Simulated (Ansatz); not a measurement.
# What La3TlC (Pm-3m) distorts into

Which phase does La3TlC (Pm-3m) fall into along its unstable mode, and how much energy does it gain?

Calculated with Ansatz 0.2.0; DFT PBEsol, scalar-relativistic, plane waves, PAW; PAW set soft_1.

## 1. Starting point

It takes space group Pm-3m (No. 221, cubic). The conventional cell has a = 5.163 Å, b = 5.163 Å, c = 5.163 Å, α = 90.00°, β = 90.00°, γ = 90.00°. La has 2 C at 2.58 Å and 8 La at 3.65 Å and 4 Tl at 3.65 Å nearest. Nearest to Tl lie 12 La at 3.65 Å. C has 6 La at 2.58 Å nearest. Farther neighbours are not listed.

## 2. Response at finite wavevector

The cell comes from relaxations at this level that are not shown. Stability and thermal properties need the whole zone. Linear response on a 2×2×2 q mesh gives force constants as far as a supercell of that size would.

Contents of input.yaml:

```yaml
crystal:
  lattice:
    - [5.1631067513, 0.0, 0.0]
    - [0.0, 5.1631067513, 0.0]
    - [0.0, 0.0, 5.1631067513]
  atoms:
    - { symbol: La, position: [0.5, 0.0, 0.5] }
    - { symbol: La, position: [0.0, 0.5, 0.5] }
    - { symbol: La, position: [0.5, 0.5, 0.0] }
    - { symbol: Tl, position: [0.0, 0.0, 0.0] }
    - { symbol: C, position: [0.5, 0.5, 0.5] }
kpoints:
  mp_grid: { grid: [8, 8, 8] }
hamiltonian:
  xc: pbesol
  pseudopotentials: { kind: paw, azcp: { folder: soft_1 }, xc_functional: pbe }
scf:
  occupations: { method: methfessel_paxton, width: 0.2 }
output:
  eigenvalues: true
phonons:
  method: dfpt
  qmesh: [2, 2, 2]
  temperatures: { t_max: 1000, t_step: 50 }
  qpath:
    path:
      - [[0.0, 0.0, 0.0], [0.0, 0.5, 0.0], [0.5, 0.5, 0.0], [0.0, 0.0, 0.0], [0.5, 0.5, 0.5], [0.0, 0.5, 0.0]]
      - [[0.5, 0.5, 0.5], [0.5, 0.5, 0.0]]
    npoints: 10
```

On the command line:

```sh
$ ansatz run input.yaml --threads 4 --pin off --max-ram 10240MiB --backend cpu --events-out ev --progress --plain --runs-dir out
```

Numbers of over 12 decimals in the logs are rounded to 6 here.

What it wrote:

```text
Engine: ansatz 0.2.0, aarch64-unknown-linux-gnu
Pseudopotentials: kind: paw
Pseudopotential: La, paw, valence charge 11, recommended cutoff 420 eV (normal), soft_1/La.paw.azcp
Pseudopotential: Tl, paw, valence charge 13, recommended cutoff 420 eV (normal), soft_1/Tl.paw.azcp
Pseudopotential: C, paw, valence charge 4, recommended cutoff 420 eV (normal), soft_1/C.paw.azcp
Functional definition: PBEsol
  exchange = pbesol_x
  correlation = pbesol_c
Crystal: 5 atoms, lattice volume = 137.636 Å³
Basis set: ecut = 420 eV, 2721 PW (Γ), exchange–correlation on 72×72×72 points (8 copies of the dense FFT grid, shifted against one another)
Bands: 30, of which v1, the nominal top of the filled ones, is band 25 counted from 1 (24 counted from 0)
Symmetry: 48 space group operations
k-points: 35 of 512
Non-local potential: La, projectors of the file, l = 0: 3, l = 1: 2, l = 2: 2, l = 3: 3
Non-local potential: Tl, projectors of the file, l = 0: 2, l = 1: 2, l = 2: 2, l = 3: 1
Non-local potential: C, projectors of the file, l = 0: 2, l = 1: 2, l = 2: 1
PAW form: soft (Blöchl's): semilocal exchange-correlation on the pseudo side does not see the compensation charge
PAW frozen core: La, regenerated for the run's functional, and the local potential with it (the file was generated under x = pbe(κ = 0.804, μ = 0.219515), c = pbe(β = 0.066725))
PAW frozen core: Tl, regenerated for the run's functional, and the local potential with it (the file was generated under x = pbe(κ = 0.804, μ = 0.219515), c = pbe(β = 0.066725))
PAW frozen core: C, regenerated for the run's functional, and the local potential with it (the file was generated under x = pbe(κ = 0.804, μ = 0.219515), c = pbe(β = 0.066725))
PAW one-centre angular grid: La, 590 points (default); XC on 64 Gauss nodes
PAW one-centre angular grid: Tl, 590 points (default); XC on 64 Gauss nodes
PAW one-centre angular grid: C, 110 points (default); XC on 64 Gauss nodes
Initial density: superposition of atomic densities (chi_scale 0.1, normalization cell, long waves kept (reshape's long-wave potential 0.00 eV rms))
Initial wavefunctions: pseudopotential atomic-orbital guess
Functional: x = pbesol(κ = 0.804, μ = 0.123457), c = pbesol(β = 0.046)
SCF iter   1: F=—  HF=-30032.714279 eV  |F-HF|=—  |Δ(HF+E_count)|=         —  Δρ=5.15e-2  dr2=1.15e1  ethr=3.10e-3  ⟨swp⟩=4.9  Hψ=4517  notcnv=0
preconditioner: auto → Kerker (q_TF=auto, 2.305 Å⁻¹)  [metal: Δε(μ)=0.046 eV  Ē_g=10.708 eV  σ=0.200 eV  W_gap=0.19  n_scr=26 (ndim 8)  ℏωp=21.0 eV  f_vac=0.000  D(μ)=4.24/eV (n_scr^D=26)]
SCF iter   2: F=—  HF=-30030.649127 eV  |F-HF|=—  |Δ(HF+E_count)|=    2.07e0  S|Δr|=    0.00e0  Δρ=2.10e-2  dr2=1.80e0  ethr=3.10e-3  ⟨swp⟩=3.1  Hψ=2106  notcnv=0  defer=5
SCF iter   3: F=—  HF=-30030.282249 eV  |F-HF|=—  |Δ(HF+E_count)|=   3.67e-1  S|Δr|=    0.00e0  Δρ=9.19e-3  dr2=2.49e-1  ethr=3.10e-3  ⟨swp⟩=5.1  Hψ=6818  notcnv=0
automatic band count: the SCF goes on with 35 bands, as 30 were too few: they end inside the smearing window of the response
SCF iter   4: F=—  HF=-30030.224544 eV  |F-HF|=—  |Δ(HF+E_count)|=   5.77e-2  S|Δr|=    0.00e0  Δρ=1.98e-3  dr2=5.12e-3  ethr=4.99e-4  ⟨swp⟩=2.0  Hψ=1899  notcnv=0  defer=103
SCF iter   5: F=—  HF=-30030.224410 eV  |F-HF|=—  |Δ(HF+E_count)|=   1.34e-4  S|Δr|=    0.00e0  Δρ=6.94e-4  dr2=9.10e-4  ethr=1.02e-5  ⟨swp⟩=2.0  Hψ=2001  notcnv=0  defer=103
SCF iter   6: F=—  HF=-30030.224433 eV  |F-HF|=—  |Δ(HF+E_count)|=   2.36e-5  S|Δr|=    0.00e0  Δρ=2.91e-4  dr2=2.95e-4  ethr=1.82e-6  ⟨swp⟩=2.0  Hψ=1383  notcnv=0  defer=103
SCF iter   7: F=—  HF=-30030.224397 eV  |F-HF|=—  |Δ(HF+E_count)|=   3.68e-5  S|Δr|=    0.00e0  Δρ=7.19e-5  dr2=1.60e-5  ethr=5.90e-7  ⟨swp⟩=2.0  Hψ=1300  notcnv=0  defer=103
SCF iter   8: F=—  HF=-30030.224391 eV  |F-HF|=—  |Δ(HF+E_count)|=   5.32e-6  S|Δr|=    0.00e0  Δρ=1.70e-5  dr2=8.33e-7  ethr=3.20e-8  ⟨swp⟩=2.1  Hψ=1505  notcnv=0  defer=103
SCF iter   9: F=—  HF=-30030.224392 eV  |F-HF|=—  |Δ(HF+E_count)|=   7.64e-7  S|Δr|=    0.00e0  Δρ=7.18e-6  dr2=1.89e-7  ethr=1.67e-9  ⟨swp⟩=2.0  Hψ=1975  notcnv=0  defer=103
SCF iter  10: F=—  HF=-30030.224392 eV  |F-HF|=—  |Δ(HF+E_count)|=   2.55e-8  S|Δr|=    0.00e0  Δρ=1.69e-6  dr2=1.09e-8  ethr=3.78e-10  ⟨swp⟩=1.9  Hψ=1201  notcnv=0  defer=103
SCF iter  11: F=—  HF=-30030.224392 eV  |F-HF|=—  |Δ(HF+E_count)|=   1.65e-9  S|Δr|=    0.00e0  Δρ=3.13e-7  dr2=2.47e-10  ethr=2.18e-11  ⟨swp⟩=2.0  Hψ=1364  notcnv=0  defer=103
SCF iter  12: F=-30030.224392 eV  HF=-30030.224392 eV  |F-HF|=7.28e-12  |Δ(HF+E_count)|=  1.82e-11  S|Δr|=    0.00e0  Δρ=3.75e-8  dr2=1.19e-12  ethr=1.00e-12  ⟨swp⟩=16.5  Hψ=8530  notcnv=0
SCF 1 converged in 12 iterations: F = -30030.224392 eV  dr2 = 1.19e-12
  greatest PAW one-centre occupation: 0.971 electrons in one spin orbital (limit 2), on the La atom at site 2 (counted from 0), in its partial waves of l = 0
Initial density: read from a saved state, or passed on in memory by an earlier SCF of this step, an earlier step, the calling program or the single point that the run made first
iter 1 solved again at ethr=1.56e-7 eV; its pass at ethr=3.10e-3 eV (dr2=7.82e-5 eV) is discarded
SCF iter   1: F=—  HF=-30030.224393 eV  |F-HF|=—  |Δ(HF+E_count)|=         —  Δρ=5.30e-7  dr2=1.35e-10  ethr=1.56e-7  ⟨swp⟩=5.8  Hψ=8255  notcnv=0
eigensolver tolerance schedule: the retry pair's looser diagonalisation over-reported the residual by 580973.02 of it (diagonalisation noise at an unbounded share of the residual, at the tolerance the schedule requests for it); recorded, not acted on — ethr = c·dr2/N_el stays at c = 1.0e-1
preconditioner: auto → Kerker (q_TF=auto, 2.305 Å⁻¹)  [metal: Δε(μ)=0.024 eV  Ē_g=11.137 eV  σ=0.200 eV  W_gap=0.10  n_scr=26 (ndim 8)  ℏωp=21.0 eV  f_vac=0.000  D(μ)=3.99/eV (n_scr^D=26)]
SCF iter   2: F=—  HF=-30030.224392 eV  |F-HF|=—  |Δ(HF+E_count)|=   8.50e-7  S|Δr|=    0.00e0  Δρ=2.26e-7  dr2=2.81e-11  ethr=1.00e-12  ⟨swp⟩=4.2  Hψ=3762  notcnv=0
SCF iter   3: F=—  HF=-30030.224392 eV  |F-HF|=—  |Δ(HF+E_count)|=  1.46e-11  S|Δr|=    0.00e0  Δρ=1.56e-7  dr2=1.15e-11  ethr=1.00e-12  ⟨swp⟩=4.3  Hψ=2588  notcnv=0
SCF iter   4: F=-30030.224392 eV  HF=-30030.224392 eV  |F-HF|=1.09e-11  |Δ(HF+E_count)|=  1.82e-11  S|Δr|=    0.00e0  Δρ=1.06e-7  dr2=5.56e-12  ethr=1.00e-12  ⟨swp⟩=2.0  Hψ=2083  notcnv=0
SCF 2 converged in 4 iterations: F = -30030.224392 eV  dr2 = 5.56e-12
phonons: the bands overlap, so this run is a metal and interpolates without the dipole-dipole term. If the crystal is really an insulator or semiconductor, its LO-TO splitting is missing
NSCF: frozen V_eff on 35 k-points
WARN: eigensolver did not converge in 12 slots of this pass, the one above among them; of largest residual over every band (k=33): 1 band(s) unlocked (lowest unlocked band 34, counted from 0; max residual 3.17e-3 eV among the unlocked bands, 3.17e-3 eV over every band); of lowest unlocked band (k=1): band 34
NSCF: frozen V_eff on 125 k-points
DFPT response loops at q = (0, 0, 0) (fractional): preconditioner auto → Kerker (q_TF=auto, 2.305 Å⁻¹) (partly filled bands, converged f_vac=0.000); β = 1.00, the filter's whole step (`scf.mixing.beta` (0.50) is not read by the response loops under this deck's `scf.mixing.preconditioner`; to damp them name `kerker` or `kerker_dos`, under which they read `scf.mixing.beta`, and type it under 1.00, their step now; both keys bind the ground state too); Broyden in place of MSR1
NSCF: frozen V_eff on 250 k-points
DFPT response loops at q = (0, 0, -0.5) (fractional): mixed as the last ones told, above
NSCF: frozen V_eff on 250 k-points
DFPT response loops at q = (0, -0.5, -0.5) (fractional): mixed as the last ones told, above
NSCF: frozen V_eff on 250 k-points
DFPT response loops at q = (-0.5, -0.5, -0.5) (fractional): mixed as the last ones told, above
SCF converged after 12 iterations
Stability not checked: this state was not tested for a lower state beside it, because cold or Methfessel-Paxton smearing, or corrected tetrahedra, fill the levels in a way that the test cannot read (fill_not_monotonic; see scf.lower_state_search)
Free energy (F): -30030.224392 eV
Harris-Foulkes:  -30030.224392 eV  (|F-HF|=7.28e-12)
Internal energy: -30030.220714 eV  (E = F + TS)
E sigma→0 (E₀):  -30030.223472 eV
Entropy (-TS):   -0.003678 eV (-0.736 meV/atom)
Fermi energy:    11.180352 eV
--- Per-component energies (eV) ---
  E_band       = -71.651692
  E_kinetic    = 911.173836
  E_local      = -1827.044821  (includes V_loc(G=0)·N_el)
  E_nonlocal   = 606.996994
  E_hartree    = 663.064035
  E_xc         = -656.169163
  E_vxc        = -615.071287  (∫ρ·V_xc dr)
  E_paw        = -26122.304750  (= ΣΔE_a)
  E_vpaw       = -473.834454  (= ΣTr[D̂ρ^β])
  E_aug_tail   = -0.000030  (compensation charges beyond the density's cutoff)
  E_ewald      = -3606.503357
  E_core_change = 0.566542  (= ΣΔE_core)
  E_smearing   = -0.003678  (= −TS)
  E_closure    = -0.000000  (closes the sum)
  Σ components = -30030.224392   (vs F -30030.224392, Δ=0.00e0)
--- Band table (eV; the first three rows and the last of 35) ---
  k-point 0: bands = [... 21 lower, 10.7188, 10.7188, 10.7188, 11.2576, 11.2576, 11.2576, 12.2795, 12.2795, ... 6 higher]
  k-point 1: bands = [... 21 lower, 10.6748, 10.7475, 10.8474, 10.8939, 11.3101, 11.3101, 12.0588, 12.2415, ... 6 higher]
  k-point 2: bands = [... 21 lower, 10.6312, 10.6312, 10.8228, 11.2347, 11.2347, 11.2395, 12.0885, 12.3807, ... 6 higher]
  k-point 34: bands = [... 21 lower, 8.0626, 11.6316, 11.6316, 11.6316, 12.6576, 12.6576, 12.6576, 12.8522, ... 6 higher]
--- Phonons (Γ-DFPT): 4 representative perturbations + reference (Σ response iterations 13) ---
  ASR residual: 2.856e-5 → 0.000e0 eV/Å²; symmetrization residual: 1.604e-6 eV/Å²
  ASR residual per site (eV/Å²): 1.17e-5 1.17e-5 1.17e-5 2.30e-5 2.86e-5
  Γ frequencies (cm⁻¹): -151.12 -151.12 -151.12 -40.92 -40.92 -40.92 0.00 0.00 0.00 57.49 57.49 57.49 130.84 130.84 130.84
--- Phonons (arbitrary-q DFPT): 4 irreducible q on the 2×2×2 mesh ---
  q = [0.0000, 0.0000, 0.0000] (star 1, of the zone-centre solve; hermiticity 5.44e-7, symmetrization 2.81e-12): -151.12 -151.12 -151.12 -40.92 -40.92 -40.92 -0.00 -0.00 0.00 57.49 57.49 57.49 130.84 130.84 130.84
  q = [0.0000, 0.0000, -0.5000] (star 3, 9 solved perturbations in 975 linear systems a pass and spin channel, the states on 125 of 512 k-point pairs; hermiticity 2.56e-7, symmetrization 1.03e-8): -97.14 -97.14 45.11 45.11 58.64 58.91 66.94 66.94 70.35 70.35 87.61 130.06 130.06 130.85 377.55
  q = [0.0000, -0.5000, -0.5000] (star 3, 9 solved perturbations in 975 linear systems a pass and spin channel, the states on 125 of 512 k-point pairs; hermiticity 2.84e-7, symmetrization 4.61e-9): 14.18 55.16 55.16 56.09 66.29 66.29 70.89 70.89 98.94 104.91 109.06 153.72 242.96 371.08 371.08
  q = [-0.5000, -0.5000, -0.5000] (star 1, 4 solved perturbations in 350 linear systems a pass and spin channel, the states on 125 of 512 k-point pairs; hermiticity 1.52e-7, symmetrization 3.99e-10): -25.06 -25.06 -25.06 47.88 47.88 47.88 101.32 101.32 101.32 112.80 112.80 184.63 383.60 383.60 383.60
  sum rule: each row above includes the acoustic sum rule's correction from the zone centre's row sums; it moved no ω² by more than (0.80 cm⁻¹)²
  mesh force constants: q→R imaginary residual 2.49e-18; ASR residual 2.856e-5 → 0.000e0 eV/Å²; symmetrization residual 5.329e-15 eV/Å²
  interpolated dispersion: 62 rows × 15 modes
  density of states and harmonic sums: on the 12×12×12 q-mesh, interpolated from the force constants of a 2×2×2 supercell (no non-analytic term)
  largest difference from the sums on the solved wave vectors: F 3.68e-1 eV, S 4.91e-4 and C_V 1.25e-4 eV/K
  zero-point energy: 0.099098 eV/cell   skipped modes (ω ≤ 0): 102, of them read as no rigid motion or as one in doubt: 99 (8.154e-1 modes/cell left out, lowest -151.12 cm⁻¹)   left out of the sums: 5.45e-2 of the cell's modes: C_V's classical limit lies that fraction below 3 k_B per atom; for a crystal, a wire or a layer, F and S can be off by more, and a phonons.interpolated_qmesh denser along its periods is the remedy for the sampling
```

Run time: 7.8 min. Hardware: 4 threads of Arm Neoverse V1, shared host; peak memory 2 GiB; 30 min of CPU time.

In the SCF lines HF is the Harris–Foulkes energy and dr2 the Hartree energy of the density residual, in eV; the loop may stop once dr2 is under the threshold and the program's other checks hold. Hψ counts applications of the Hamiltonian.

Numbers from this step:

```yaml
volume_per_atom: 27.53 Å³
gap_on_the_k_mesh: 0 eV
sum_rule_residual_before_enforcement: 2.86e-5 eV/Å²
lowest_frequency_on_the_path: -151.1 cm⁻¹
point_group: m-3m
highest_frequency_on_the_path_or_at_a_solved_wavevector: 383.6 cm⁻¹
highest_optical_mode_at_the_zone_centre_no_lo_to_term: 130.8 cm⁻¹
lowest_optical_zone_centre_mode: -151.1 cm⁻¹
lowest_mode_on_the_q_mesh_acoustic_modes_at_gamma_apart: -151.1 cm⁻¹
```

Frequencies (cm⁻¹) solved at each irreducible wavevector; negative means imaginary. Frequencies by wavevector, by row:

```tsv
q in reciprocal lattice units	star	mode 1	mode 2	mode 3	mode 4	mode 13	mode 14	mode 15
0 0 0	1	-151.1	-151.1	-151.1	-40.9	130.8	130.8	130.8
0 0 -0.5	3	-97.1	-97.1	45.1	45.1	130.1	130.8	377.6
0 -0.5 -0.5	3	14.2	55.2	55.2	56.1	243	371.1	371.1
-0.5 -0.5 -0.5	1	-25.1	-25.1	-25.1	47.9	383.6	383.6	383.6
```

Interpolated from a 2×2×2 q mesh. Phonon branches along the path, in cm⁻¹:

```tsv
point	branch 1	branch 2	branch 3	branch 4	branch 12	branch 13	branch 14	branch 15
Γ	-151	-151	-151	-41	58	131	131	131
halfway	-119	-119	22	22	127	127	131	245
X	-97	-97	45	45	130	130	131	378
halfway	34	39	47	50	144	179	261	374
M	14	55	55	56	154	243	371	371
halfway	15	19	36	41	136	139	253	253
Γ	-151	-151	-151	-41	58	131	131	131
halfway	9	33	33	52	150	273	273	273
R	-25	-25	-25	48	185	384	384	384
halfway	25	28	37	53	159	292	292	376
X	-97	-97	45	45	130	130	131	378
jump to R	-25	-25	-25	48	185	384	384	384
halfway	-15	29	29	52	171	320	377	377
M	14	55	55	56	154	243	371	371
```

Symmetry leaves 4 wavevectors to solve. The lowest mode among them, the acoustic zeros apart, lies at Γ and is imaginary, 151.1i cm⁻¹, so the energy falls along it.

## 3. The mode frozen in, largest atomic shift 0 Å

The mode followed lies at q = (0, 0, -0.5) with frequency 97.1i cm⁻¹ and is 2-fold degenerate, one of the unstable modes though not the softest. At small amplitude the distorted cell has space group no. 63 by a symmetry search on the positions. The undistorted cell that holds it gives the zero of energy on the same k mesh.

System of this step: La3TlC. It takes space group Pm-3m (No. 221, cubic). Conventional cell: a = 5.163 Å, b = 5.163 Å, c = 5.163 Å, α = 90.00°, β = 90.00°, γ = 90.00°. Nearest to La lie 2 C at 2.58 Å and 8 La at 3.65 Å and 4 Tl at 3.65 Å. La has 2 C at 2.58 Å and 4 Tl at 3.65 Å and 8 La at 3.65 Å nearest. Tl has 12 La at 3.65 Å nearest. C has 6 La at 2.58 Å nearest. Farther neighbours are not listed.

Contents of input.yaml:

```yaml
crystal:
  lattice:
    - [5.1631067513, 0.0, 0.0]
    - [0.0, 5.1631067513, 0.0]
    - [0.0, 0.0, 10.3262135025]
  atoms:
    - { symbol: La, position: [0.5, 0.0, 0.25] }
    - { symbol: La, position: [0.5, 0.0, 0.75] }
    - { symbol: La, position: [0.0, 0.5, 0.25] }
    - { symbol: La, position: [0.0, 0.5, 0.75] }
    - { symbol: La, position: [0.5, 0.5, 0.5] }
    - { symbol: La, position: [0.5, 0.5, 0.0] }
    - { symbol: Tl, position: [0.0, 0.0, 0.0] }
    - { symbol: Tl, position: [0.0, 0.0, 0.5] }
    - { symbol: C, position: [0.5, 0.5, 0.25] }
    - { symbol: C, position: [0.5, 0.5, 0.75] }
kpoints:
  mp_grid: { grid: [8, 8, 4] }
hamiltonian:
  xc: pbesol
  pseudopotentials: { kind: paw, azcp: { folder: soft_1 }, xc_functional: pbe }
scf:
  occupations: { method: methfessel_paxton, width: 0.2 }
output:
  forces: true
  stress: true
  eigenvalues: true
```

What it wrote:

```text
[...]
Crystal: 10 atoms, lattice volume = 275.273 Å³
Basis set: ecut = 420 eV, 5451 PW (Γ), exchange–correlation on 72×72×144 points (8 copies of the dense FFT grid, shifted against one another)
Bands: 60, of which v1, the nominal top of the filled ones, is band 50 counted from 1 (49 counted from 0)
Symmetry: 32 space group operations
[...]
k-points: 45 of 256
[...]
k-point 0: bands = [... 46 lower, 10.7397, 10.8332, 10.8332, 10.9481, 11.2575, 11.2575, 11.2575, 12.1140, ... 6 higher]
  k-point 1: bands = [... 46 lower, 10.8474, 10.8938, 10.9086, 11.0018, 11.0018, 11.3100, 11.3100, 11.7802, ... 6 higher]
  k-point 2: bands = [... 46 lower, 10.8228, 10.8228, 11.2347, 11.2347, 11.2347, 11.2347, 11.2395, 11.2395, ... 6 higher]
  k-point 44: bands = [... 46 lower, 10.6873, 10.6873, 10.8173, 10.8173, 12.5650, 12.5650, 12.5650, 12.5650, ... 6 higher]
[key lines of the parts left out:]
SCF converged after 10 iterations
Free energy (F): -60060.448784 eV
Fermi energy:    11.180329 eV
P = ⅓ Tr σ = -0.0003 GPa (-0.003 kbar)
```

Elapsed: 15 s, on 4 threads; peak memory 1.1 GiB.

This step gave:

| Property | Result |
| --- | --- |
| pressure | -2.85e-4 GPa |
| energy from the undistorted cell | 0 meV/atom |

The run ends at a pressure of 0.00 GPa.

## 4. The mode frozen in, largest atomic shift 0.08 Å

The atoms are moved along the unstable eigenvector, the largest shift by 0.08 Å, with the cell fixed.

input.yaml, the sections that differ from step 3:

```yaml
crystal:
  lattice:
    - [5.1631067513, 0.0, 0.0]
    - [0.0, 5.1631067513, 0.0]
    - [0.0, 0.0, 10.3262135025]
  atoms:
    - { symbol: La, position: [0.4975507454, -8.0791e-06, 0.25] }
    - { symbol: La, position: [0.5024492546, 8.0791e-06, 0.75] }
    - { symbol: La, position: [8.0791e-06, 0.5024492546, 0.25] }
    - { symbol: La, position: [-8.0791e-06, 0.4975507454, 0.75] }
    - { symbol: La, position: [0.5, 0.5, 0.5] }
    - { symbol: La, position: [0.5, 0.5, 0.0] }
    - { symbol: Tl, position: [0.0, 0.0, 0.0] }
    - { symbol: Tl, position: [0.0, 0.0, 0.5] }
    - { symbol: C, position: [0.5109562992, 0.4890437008, 0.25] }
    - { symbol: C, position: [0.4890437008, 0.5109562992, 0.75] }
# kpoints, hamiltonian, scf, output: as in step 3
```

What it wrote:

```text
[...]
Crystal: 10 atoms, lattice volume = 275.273 Å³
Basis set: ecut = 420 eV, 5451 PW (Γ), exchange–correlation on 72×72×144 points (8 copies of the dense FFT grid, shifted against one another)
Bands: 60, of which v1, the nominal top of the filled ones, is band 50 counted from 1 (49 counted from 0)
Symmetry: 8 space group operations
[...]
k-points: 63 of 256
[...]
k-point 0: bands = [... 46 lower, 10.7412, 10.7995, 10.8368, 11.0082, 11.2561, 11.2675, 11.4035, 12.1146, ... 6 higher]
  k-point 1: bands = [... 46 lower, 10.8434, 10.8480, 10.9300, 11.0042, 11.1167, 11.3087, 11.4210, 11.7810, ... 6 higher]
  k-point 2: bands = [... 46 lower, 10.8237, 10.8237, 11.2259, 11.2259, 11.2497, 11.2497, 11.3186, 11.3186, ... 6 higher]
  k-point 62: bands = [... 46 lower, 10.6885, 10.6885, 10.8184, 10.8184, 12.5510, 12.5510, 12.5645, 12.5645, ... 6 higher]
[key lines of the parts left out:]
SCF converged after 9 iterations
Free energy (F): -60060.450194 eV
Fermi energy:    11.182620 eV
P = ⅓ Tr σ = -0.0062 GPa (-0.062 kbar)
```

It took 20 s on 4 threads; peak memory 1.2 GiB.

This step gave:

* pressure: -0.006202 GPa
* energy from the undistorted cell: -0.206 meV/atom

The energy, extrapolated to zero smearing, is -0.21 meV/atom against the undistorted cell.

The run ends at a pressure of -0.01 GPa, with forces up to 0.044 eV/Å.

(Part 1 of 2 ends here.)

[Logs are printed without paths, hosts, clocks, repeated set-up lines and the standing remarks that a program may print on its own settings, such as how far it seeks lower states.]

[Hosts, paths, dates, database ids (printed as entryN), source tags and the programs' standing remarks are cut or masked in the printed files.]
